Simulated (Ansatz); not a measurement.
# (BaO)3(AgCl)1 [001] superlattice, started as rocksalt type: following an unstable mode, part 2 of 3

Wanted: the energy along a soft mode of (BaO)3(AgCl)1 [001] superlattice, started as rocksalt type and the structure at the end.

Ansatz 0.2.0; DFT PBEsol, scalar-relativistic, plane waves, PAW.

So far. Step 2 (Modes at Γ): Before it was imposed, the acoustic sum rule was missed by 3.2e-4 eV/Å² and the charge sum rule by 0.031 e. The charge miss is large and points to the mesh or the basis. The lowest optical mode is imaginary, 100.8i cm⁻¹, so the energy falls along it. Step 3 (The mode frozen in, largest atomic shift 0 Å): At this level the gap is 0.39 eV on the k-mesh of the self-consistent run, which can miss the band edges.

The structure was built from a prototype and need not be the compound's stable phase.

### Step 4. The mode frozen in, largest atomic shift 0.45 Å

The atoms are moved along the unstable eigenvector, the largest shift by 0.45 Å, with the cell fixed.

File input.yaml:

```yaml
crystal:
  lattice:
    - [2.7043451337, 2.7043451337, 0.0]
    - [-2.7043451337, 2.7043451337, 0.0]
    - [0.0, 0.0, 11.5908423673]
  atoms:
    - { symbol: Ag, position: [0.5, 0.5, 0.7835856211] }
    - { symbol: Ba, position: [0.0, 0.0, 0.0082813138] }
    - { symbol: Ba, position: [0.5, 0.5, 0.2453965175] }
    - { symbol: Ba, position: [0.0, 0.0, 0.4825460746] }
    - { symbol: Cl, position: [0.0, 0.0, 0.7420382325] }
    - { symbol: O, position: [0.5, 0.5, -0.0202846367] }
    - { symbol: O, position: [0.0, 0.0, 0.2370952108] }
    - { symbol: O, position: [0.5, 0.5, 0.4426371309] }
kpoints:
  mp_grid: { grid: [8, 8, 4] }
hamiltonian:
  xc: pbesol
scf:
  occupations: { method: gaussian, width: 0.02 }
output:
  forces: true
  stress: true
  eigenvalues: true
```

On the command line:

```console
$ ansatz run input.yaml --threads 8 --pin off --max-ram 14336MiB --backend cpu --events-out ev --progress --plain --runs-dir out
```

Numbers of over 12 decimals in the logs are rounded to 6 here.

Output:

```text
[...]
Crystal: 8 atoms, lattice volume = 169.539 Å³
Basis set: ecut = 420 eV, 3295 PW (Γ), exchange–correlation on 54×54×160 points (8 copies of the dense FFT grid, shifted against one another)
Bands: 45, of which v1, the nominal top of the filled ones, is band 37 counted from 1 (36 counted from 0)
Symmetry: 8 space group operations
[...]
k-points: 45 of 256 (time reversal used)
[...]
k-point 0: bands = [... 33 lower, 8.1528, 8.1528, 8.4168, 8.4168, 9.6426, 10.7724, 11.3835, 12.7110, ... 3 higher]
  k-point 1: bands = [... 33 lower, 8.1518, 8.1518, 8.4169, 8.4169, 9.7830, 10.7707, 11.3854, 12.7064, ... 3 higher]
  k-point 2: bands = [... 33 lower, 8.1509, 8.1509, 8.4172, 8.4172, 9.9229, 10.7691, 11.3872, 12.5247, ... 3 higher]
  k-point 44: bands = [... 33 lower, 8.3706, 8.3706, 8.7487, 8.7487, 10.7011, 11.6780, 11.6780, 12.6354, ... 3 higher]
[key lines of the parts left out:]
SCF converged after 10 iterations
Free energy (F): -27861.951246 eV
Fermi energy:    9.196340 eV
P = ⅓ Tr σ = 0.8859 GPa (8.859 kbar)
```

The job ended after 6.1 s (8 threads of Arm Neoverse V1, shared host; peak memory 0.75 GiB; 47 s of CPU time).

This step gave:

```
pressure                         : 0.8859 GPa
gap on the k-mesh                : 0.8931 eV
energy from the undistorted cell : -22.69 meV/atom
```

The energy, extrapolated to zero smearing, is -22.69 meV/atom against the undistorted cell.

The run ends at a pressure of 0.89 GPa, with forces up to 1.4 eV/Å.

### Step 5. Energy along the mode, all amplitudes (two of the runs are shown above)

An imaginary frequency means negative curvature, so the energy should fall and then rise again as anharmonic terms take over.

This step gave:

* depth at the lowest point sampled: 22.69 meV/atom
* largest atomic shift at that point: 0.45 Å

Table of energy from the parent by largest atomic shift:

```csv
largest atomic shift (Å),energy from the parent (meV/atom)
0.000,0
0.040,-0.453
0.080,-1.79
0.140,-5.30
0.220,-12.1
0.320,-21.1
0.450,-22.7
0.600,32.0
```

Displacement at unit largest shift by atom:

```csv
atom,x (Å),y (Å),z (Å),size
Ag1,0.00,0.00,0.86,0.86
Ba2,0.00,0.00,-0.12,0.12
Ba3,0.00,0.00,-0.12,0.12
Ba4,0.00,0.00,-0.12,0.12
Cl5,0.00,0.00,-0.20,0.20
O6,0.00,0.00,-1.00,1.00
O7,0.00,0.00,-0.33,0.33
O8,0.00,0.00,-1.00,1.00
```

The lowest of the steps tried is at 0.45 Å, 22.7 meV/atom below the parent; the bottom of the well need not coincide with a step.

### Step 6. Relaxation from the frozen mode

Starting from the lowest point found, all atoms and the cell are let go, so that strain and other modes of the same symmetry can join in.

input.yaml, as its differences from that of step 4:

```diff
@@ -19,3 +19,3 @@
 scf:
-  occupations: { method: gaussian, width: 0.02 }
+  occupations: { method: fixed }
 output:
@@ -24 +24,6 @@
   eigenvalues: true
+relax:
+  adjacent_minimum: "off"
+  f_tol: 0.002
+  max_steps: 120
+  cell: { stress_tol: 0.03 }
```

Output:

```text
[...]
Crystal: 8 atoms, lattice volume = 169.539 Å³
Basis set: ecut = 420 eV, 3295 PW (Γ), exchange–correlation on 54×54×160 points (8 copies of the dense FFT grid, shifted against one another)
Bands: 45, of which v1, the nominal top of the filled ones, is band 37 counted from 1 (36 counted from 0)
Symmetry: 8 space group operations
[...]
k-points: 45 of 256 (time reversal used)
[...]
SCF iter   1: F=—  HF=-27862.008686 eV  |F-HF|=—  |Δ(HF+E_count)|=         —  Δρ=1.26e-2  dr2=2.69e-1  ethr=1.77e-3  ⟨swp⟩=5.0  Hψ=7366  notcnv=0  defer=232
[...]
SCF iter  10: F=-27861.951246 eV  HF=-27861.951246 eV  |F-HF|=4.76e-9  |Δ(HF+E_count)|=   1.64e-8  Δρ=2.76e-6  dr2=1.91e-8  ethr=1.35e-10  ⟨swp⟩=15.1  Hψ=12268  notcnv=0
SCF 1 converged in 10 iterations: F = -27861.951246 eV  dr2 = 1.91e-8
[...]
relax step   1: F+E_penalty+E_count = -27861.95124553 eV  Δ(F+E_penalty+E_count) = +0.000e0 eV  max|allowed force component| = 1.438e0 eV/Å  Δτ_max = 0.0000 Å  P = +0.886 GPa  Ω = 169.539 Å³  (10 SCF iters, dr2 threshold 1.00e-7 eV, accepted)
Crystal: 8 atoms, lattice volume = 170.559 Å³
Basis set: ecut = 420 eV, 3311 PW (Γ), exchange–correlation on 54×54×160 points (8 copies of the dense FFT grid, shifted against one another)
[...]
iter 1 solved again at ethr=9.03e-4 eV; its pass at ethr=3.10e-3 eV (dr2=6.69e-1 eV) is discarded
[...]
SCF iter   9: F=-27862.147097 eV  HF=-27862.147097 eV  |F-HF|=1.61e-7  |Δ(HF+E_count)|=   6.37e-7  Δρ=8.91e-6  dr2=1.92e-7  ethr=1.08e-9  ⟨swp⟩=14.6  Hψ=11764  notcnv=0
SCF 2 converged in 9 iterations: F = -27862.147097 eV  dr2 = 1.92e-7
relax step   2: F+E_penalty+E_count = -27862.14709735 eV  Δ(F+E_penalty+E_count) = -1.959e-1 eV  max|allowed force component| = 8.157e-1 eV/Å  Δτ_max = 0.1948 Å  P = +0.807 GPa  Ω = 170.559 Å³  energy of the carried Pulay correction = -1.478e-3 eV  (9 SCF iters, dr2 threshold 8.00e-7 eV, accepted)
Crystal: 8 atoms, lattice volume = 174.088 Å³
Basis set: ecut = 420 eV, 3383 PW (Γ), exchange–correlation on 54×54×160 points (8 copies of the dense FFT grid, shifted against one another)
[...]
SCF iter   9: F=-27862.219402 eV  HF=-27862.219402 eV  |F-HF|=9.66e-8  |Δ(HF+E_count)|=   8.95e-8  Δρ=1.17e-5  dr2=2.55e-7  ethr=1.08e-9  ⟨swp⟩=5.4  Hψ=8363  notcnv=0
SCF 3 converged in 9 iterations: F = -27862.219402 eV  dr2 = 2.55e-7
relax step   3: F+E_penalty+E_count = -27862.21940212 eV  Δ(F+E_penalty+E_count) = -7.230e-2 eV  max|allowed force component| = 5.931e-1 eV/Å  Δτ_max = 0.1336 Å  P = -0.517 GPa  Ω = 174.088 Å³  energy of the carried Pulay correction = -6.521e-3 eV  (9 SCF iters, dr2 threshold 8.00e-7 eV, accepted)
[... from here on, the SCF cycles and remarks between the steps are left out ...]
relax step   4: F+E_penalty+E_count = -27862.24890778 eV  Δ(F+E_penalty+E_count) = -2.951e-2 eV  max|allowed force component| = 2.144e-1 eV/Å  Δτ_max = 0.0465 Å  P = -0.201 GPa  Ω = 173.590 Å³  energy of the carried Pulay correction = -5.816e-3 eV  (6 SCF iters, dr2 threshold 8.00e-7 eV, accepted)
relax step   5: F+E_penalty+E_count = -27862.26363941 eV  Δ(F+E_penalty+E_count) = -1.473e-2 eV  max|allowed force component| = 1.013e-1 eV/Å  Δτ_max = 0.0500 Å  P = +0.233 GPa  Ω = 172.947 Å³  energy of the carried Pulay correction = -4.902e-3 eV  (8 SCF iters, dr2 threshold 8.00e-7 eV, accepted)
relax step   6: F+E_penalty+E_count = -27862.26710295 eV  Δ(F+E_penalty+E_count) = -3.464e-3 eV  max|allowed force component| = 1.393e-1 eV/Å  Δτ_max = 0.0442 Å  P = +0.099 GPa  Ω = 173.099 Å³  energy of the carried Pulay correction = -5.118e-3 eV  (7 SCF iters, dr2 threshold 6.41e-7 eV, accepted)
relax step   7: F+E_penalty+E_count = -27862.27000227 eV  Δ(F+E_penalty+E_count) = -2.899e-3 eV  max|allowed force component| = 7.562e-2 eV/Å  Δτ_max = 0.0325 Å  P = -0.081 GPa  Ω = 173.755 Å³  energy of the carried Pulay correction = -6.049e-3 eV  (7 SCF iters, dr2 threshold 8.00e-7 eV, accepted)
relax step   8: F+E_penalty+E_count = -27862.27099991 eV  Δ(F+E_penalty+E_count) = -9.976e-4 eV  max|allowed force component| = 2.094e-2 eV/Å  Δτ_max = 0.0052 Å  P = -0.021 GPa  Ω = 173.559 Å³  energy of the carried Pulay correction = -5.771e-3 eV  (6 SCF iters, dr2 threshold 3.57e-7 eV, accepted)
relax step   9: F+E_penalty+E_count = -27862.27124185 eV  Δ(F+E_penalty+E_count) = -2.419e-4 eV  max|allowed force component| = 6.059e-3 eV/Å  Δτ_max = 0.0030 Å  P = +0.019 GPa  Ω = 173.460 Å³  energy of the carried Pulay correction = -5.631e-3 eV  (6 SCF iters, dr2 threshold 2.74e-8 eV, accepted)
relax step  10: F+E_penalty+E_count = -27862.27118775 eV  Δ(F+E_penalty+E_count) = +5.409e-5 eV  max|allowed force component| = 5.782e-3 eV/Å  Δτ_max = 0.0009 Å  P = -0.003 GPa  Ω = 173.503 Å³  energy of the carried Pulay correction = -5.691e-3 eV  (7 SCF iters, dr2 threshold 2.29e-9 eV, accepted)
relax step  11: F+E_penalty+E_count = -27862.27119592 eV  Δ(F+E_penalty+E_count) = -8.164e-6 eV  max|allowed force component| = 4.409e-4 eV/Å  Δτ_max = 0.0007 Å  P = -0.002 GPa  Ω = 173.500 Å³  energy of the carried Pulay correction = -5.688e-3 eV  (6 SCF iters, dr2 threshold 2.09e-9 eV, accepted)
relax step  12: F+E_penalty+E_count = -27862.28173088 eV  Δ(F+E_penalty+E_count) = -1.053e-2 eV  max|allowed force component| = 1.532e-3 eV/Å  Δτ_max = 0.0000 Å  P = +0.086 GPa  Ω = 173.500 Å³  stress off target by 2.27e-1 GPa  SCF on the basis re-selected at this cell (its energy is not comparable with the rows above)  (9 SCF iters)
relax step  13: F+E_penalty+E_count = -27862.28172948 eV  Δ(F+E_penalty+E_count) = +1.398e-6 eV  max|allowed force component| = 1.576e-2 eV/Å  Δτ_max = 0.0095 Å  P = +0.033 GPa  Ω = 173.815 Å³  energy of the carried Pulay correction = -4.223e-4 eV  (6 SCF iters, dr2 threshold 1.29e-7 eV, accepted)
relax step  14: F+E_penalty+E_count = -27862.28168197 eV  Δ(F+E_penalty+E_count) = +4.751e-5 eV  max|allowed force component| = 4.261e-3 eV/Å  Δτ_max = 0.0038 Å  P = -0.002 GPa  Ω = 173.898 Å³  energy of the carried Pulay correction = -5.330e-4 eV  (7 SCF iters, dr2 threshold 1.62e-8 eV, accepted)
relax step  15: F+E_penalty+E_count = -27862.28169708 eV  Δ(F+E_penalty+E_count) = -1.511e-5 eV  max|allowed force component| = 1.854e-3 eV/Å  Δτ_max = 0.0010 Å  P = -0.001 GPa  Ω = 173.889 Å³  energy of the carried Pulay correction = -5.200e-4 eV  (6 SCF iters, dr2 threshold 1.13e-9 eV, accepted)
[...]
SCF iter   7: F=-27862.282277 eV  HF=-27862.282277 eV  |F-HF|=3.64e-12  |Δ(HF+E_count)|=  7.28e-12  Δρ=5.22e-8  dr2=6.23e-12  ethr=1.00e-12  ⟨swp⟩=5.3  Hψ=8770  notcnv=0
SCF 16 converged in 7 iterations: F = -27862.282277 eV  dr2 = 6.23e-12
relax step  16: F+E_penalty+E_count = -27862.28227738 eV  Δ(F+E_penalty+E_count) = -5.803e-4 eV  max|allowed force component| = 1.860e-3 eV/Å  Δτ_max = 0.0000 Å  P = -0.000 GPa  Ω = 173.889 Å³  stress off target by 5.07e-3 GPa  SCF on the basis re-selected at this cell (its energy is not comparable with the rows above)  (7 SCF iters)
[...]
SCF converged after 7 iterations
Free energy (F): -27862.282277 eV
[...]
Internal energy: -27862.282277 eV  (E = F + TS)
E sigma→0 (E₀):  -27862.282277 eV
Fermi energy:    8.293722 eV
[...]
--- Forces (eV/Å), atoms counted from 1 ---
  atom   1  Ag     0.00000000     0.00000000     0.00023591
  atom   2  Ba     0.00000000     0.00000000    -0.00054101
  atom   3  Ba    -0.00000000     0.00000000     0.00140529
  atom   4  Ba     0.00000000     0.00000000    -0.00022285
  atom   5  Cl     0.00000000     0.00000000     0.00186003
  atom   6  O      0.00000000    -0.00000000    -0.00013229
  atom   7  O      0.00000000    -0.00000000    -0.00168451
  atom   8  O      0.00000000    -0.00000000    -0.00092042
  max |Σ_I F_I| component: 1.50e-7 eV/Å
--- Stress (GPa, compression-positive) ---
       -0.002864      -0.000000      -0.000000
       -0.000000      -0.002864       0.000000
       -0.000000       0.000000       0.005070
  P = ⅓ Tr σ = -0.0002 GPa (-0.002 kbar)
--- Band table (eV; the first three rows and the last of 45) ---
  k-point 0: bands = [... 33 lower, 7.7156, 7.7156, 8.0309, 8.0309, 9.3721, 10.6025, 11.1065, 12.1680, ... 4 higher]
  k-point 1: bands = [... 33 lower, 7.7164, 7.7164, 8.0308, 8.0308, 9.4730, 10.6009, 11.1091, 12.1682, ... 4 higher]
  k-point 2: bands = [... 33 lower, 7.7173, 7.7173, 8.0308, 8.0308, 9.5749, 10.5994, 11.1116, 12.1149, ... 4 higher]
  k-point 44: bands = [... 33 lower, 7.9887, 7.9887, 8.2882, 8.2882, 10.4824, 11.3579, 11.3579, 11.9353, ... 4 higher]
--- Relaxed structure (14 steps of the walk, 14 accepted, 2 SCFs on fresh bases) ---
  F+E_penalty+E_count = -27862.28227738 eV   max|allowed force component| = 1.860e-3 eV/Å   (the final SCF, on the basis selected at the relaxed cell)
  cell:  # Å, volume = 173.8888 Å³
    - [2.672164, 2.672164, 0]
    - [-2.672164, 2.672164, 0]
    - [0, 0, 12.176308]
  atoms:
    - { symbol: Ag, position: [0.500000, 0.500000, 0.814744] }
    - { symbol: Ba, position: [0, 0, 0.00162721] }
    - { symbol: Ba, position: [0.500000, 0.500000, 0.235861] }
    - { symbol: Ba, position: [0, 0, 0.479278] }
    - { symbol: Cl, position: [0, 0, 0.737565] }
    - { symbol: O, position: [0.500000, 0.500000, -0.0064745] }
    - { symbol: O, position: [0, 0, 0.213804] }
    - { symbol: O, position: [0.500000, 0.500000, 0.444892] }
```

It took 97 s on 8 threads; peak memory 0.81 GiB.

Relaxation path:

```csv
step,energy less that of the first step (eV),largest force component (eV/Å),pressure (GPa),volume (Å³)
1,0.0000,1.4380,0.89,169.54
2,-0.1959,0.8157,0.81,170.56
3,-0.2682,0.5931,-0.52,174.09
4,-0.2977,0.2144,-0.20,173.59
5,-0.3124,0.1013,0.23,172.95
6,-0.3159,0.1393,0.10,173.10
7,-0.3188,0.0756,-0.08,173.75
8,-0.3198,0.0209,-0.02,173.56
9,-0.3200,0.0061,0.02,173.46
10,-0.3199,0.0058,0.00,173.50
11,-0.3200,0.0004,0.00,173.50
12*,-0.3305,0.0015,0.09,173.50
13,-0.3305,0.0158,0.03,173.81
14,-0.3304,0.0043,0.00,173.90
15,-0.3305,0.0019,0.00,173.89
16*,-0.3310,0.0019,0.00,173.89
```

Relaxation steps marked * repeat the geometry before them on a plane-wave basis chosen anew for their cell, so energy and pressure can jump there.

Forces are held to the 8 operations that the run works with; a distortion that breaks them can't arise in this run.

```csv
"conventional cell, symmetrised",before,after,change
a (Å),3.825,3.779,-1.2 %
b (Å),3.825,3.779,-1.2 %
c (Å),11.591,12.176,+5.1 %
volume (Å³/atom),21.19,21.74,+2.6 %
```

The atoms that moved most (Å, as changes of fractional coordinates times the final cell):

```csv
atom,dx,dy,dz,length
Ag1,0.000,0.000,0.379,0.379
O7,0.000,0.000,-0.284,0.284
O6,0.000,0.000,0.168,0.168
Ba3,0.000,0.000,-0.116,0.116
Ba2,0.000,0.000,-0.081,0.081
Cl5,0.000,0.000,-0.054,0.054
Ba4,0.000,0.000,-0.040,0.040
O8,0.000,0.000,0.027,0.027
```

Final coordinates:

```cif
data_structure
_symmetry_space_group_name_H-M 'P 1'
_symmetry_Int_Tables_number 1
_cell_length_a 3.7790
_cell_length_b 3.7790
_cell_length_c 12.1763
_cell_angle_alpha 90.000
_cell_angle_beta 90.000
_cell_angle_gamma 90.000
_cell_volume 173.89
loop_
_atom_site_label
_atom_site_type_symbol
_atom_site_fract_x
_atom_site_fract_y
_atom_site_fract_z
_atom_site_occupancy
Ag1 Ag 0.50000 0.50000 0.81474 1
Ba2 Ba 0.00000 0.00000 0.00163 1
Ba3 Ba 0.50000 0.50000 0.23586 1
Ba4 Ba 0.00000 0.00000 0.47928 1
Cl5 Cl 0.00000 0.00000 0.73756 1
O6 O 0.50000 0.50000 0.99353 1
O7 O 0.00000 0.00000 0.21380 1
O8 O 0.50000 0.50000 0.44489 1
```

Numbers from this step:

```yaml
pressure: -2.19e-4 GPa
gap_on_the_k_mesh: 1.078 eV
volume_per_atom: 21.74 Å³
```

The distorted start has space group P4mm; the relaxation ends in P4mm.

### Step 7. The new phase in its own primitive cell

The relaxed structure is symmetrised, reduced to its primitive cell and relaxed tightly, as its phonons need.

File input.yaml:

```yaml
crystal:
  lattice:
    - [3.7790100126, 0.0, 0.0]
    - [0.0, 3.7790100126, 0.0]
    - [0.0, 0.0, 12.1763077568]
  atoms:
    - { symbol: Ag, position: [0.5, 0.5, 0.8147436235] }
    - { symbol: Ba, position: [0.0, 0.0, 0.0016272064] }
    - { symbol: Ba, position: [0.5, 0.5, 0.235860785] }
    - { symbol: Ba, position: [0.0, 0.0, 0.4792777503] }
    - { symbol: Cl, position: [0.0, 0.0, 0.7375648414] }
    - { symbol: O, position: [0.5, 0.5, 0.9935254974] }
    - { symbol: O, position: [0.0, 0.0, 0.2138035296] }
    - { symbol: O, position: [0.5, 0.5, 0.4448922308] }
kpoints:
  mp_grid: { grid: [6, 6, 2] }
hamiltonian:
  xc: pbesol
scf:
  occupations: { method: fixed }
output:
  forces: true
  stress: true
  eigenvalues: true
relax:
  adjacent_minimum: "off"
  f_tol: 0.001
  max_steps: 60
  cell: { stress_tol: 0.01 }
```

Output:

```text
[...]
Crystal: 8 atoms, lattice volume = 173.889 Å³
Basis set: ecut = 420 eV, 3393 PW (Γ), exchange–correlation on 54×54×180 points (8 copies of the dense FFT grid, shifted against one another)
Bands: 45, of which v1, the nominal top of the filled ones, is band 37 counted from 1 (36 counted from 0)
Symmetry: 8 space group operations
[...]
k-points: 20 of 72
[...]
- [3.778449, 0.0, 0]
    - [0.0, 3.778449, 0.0]
    - [0, 0.0, 12.181855]
  atoms:
    - { symbol: Ag, position: [0.5, 0.5, 0.814808] }
    - { symbol: Ba, position: [0, 0.0, 0.00161877] }
    - { symbol: Ba, position: [0.5, 0.5, 0.235866] }
    - { symbol: Ba, position: [0, 0.0, 0.479354] }
    - { symbol: Cl, position: [0, 0.0, 0.737611] }
    - { symbol: O, position: [0.5, 0.5, 0.993501] }
    - { symbol: O, position: [0, 0.0, 0.213676] }
    - { symbol: O, position: [0.5, 0.5, 0.444861] }
[key lines of the parts left out:]
SCF converged after 6 iterations
Free energy (F): -27862.281660 eV
Fermi energy:    8.291914 eV
P = ⅓ Tr σ = -0.0012 GPa (-0.012 kbar)
```

Wall time 16 s (8 threads); peak memory 0.75 GiB.

Little changed from the start: no atom moved by 0.005 Å and no cell edge by 0.1 %.

This step gave:

```
pressure           : -0.001179 GPa
gap on the k-mesh  : 1.079 eV
direct gap on mesh : 1.341 eV
```

The largest force component left is 0.65 meV/Å and the pressure is -0.001 GPa, within the tolerances set. The cell now holds 21.74 Å³/atom.

(Continued in part 3 of 3.)

[Logs are printed without paths, hosts, clocks, repeated set-up lines and the standing remarks that a program may print on its own settings, such as how far it seeks lower states.]

[Hosts, paths, dates, database ids (printed as entryN), source tags and the programs' standing remarks are cut or masked in the printed files.]
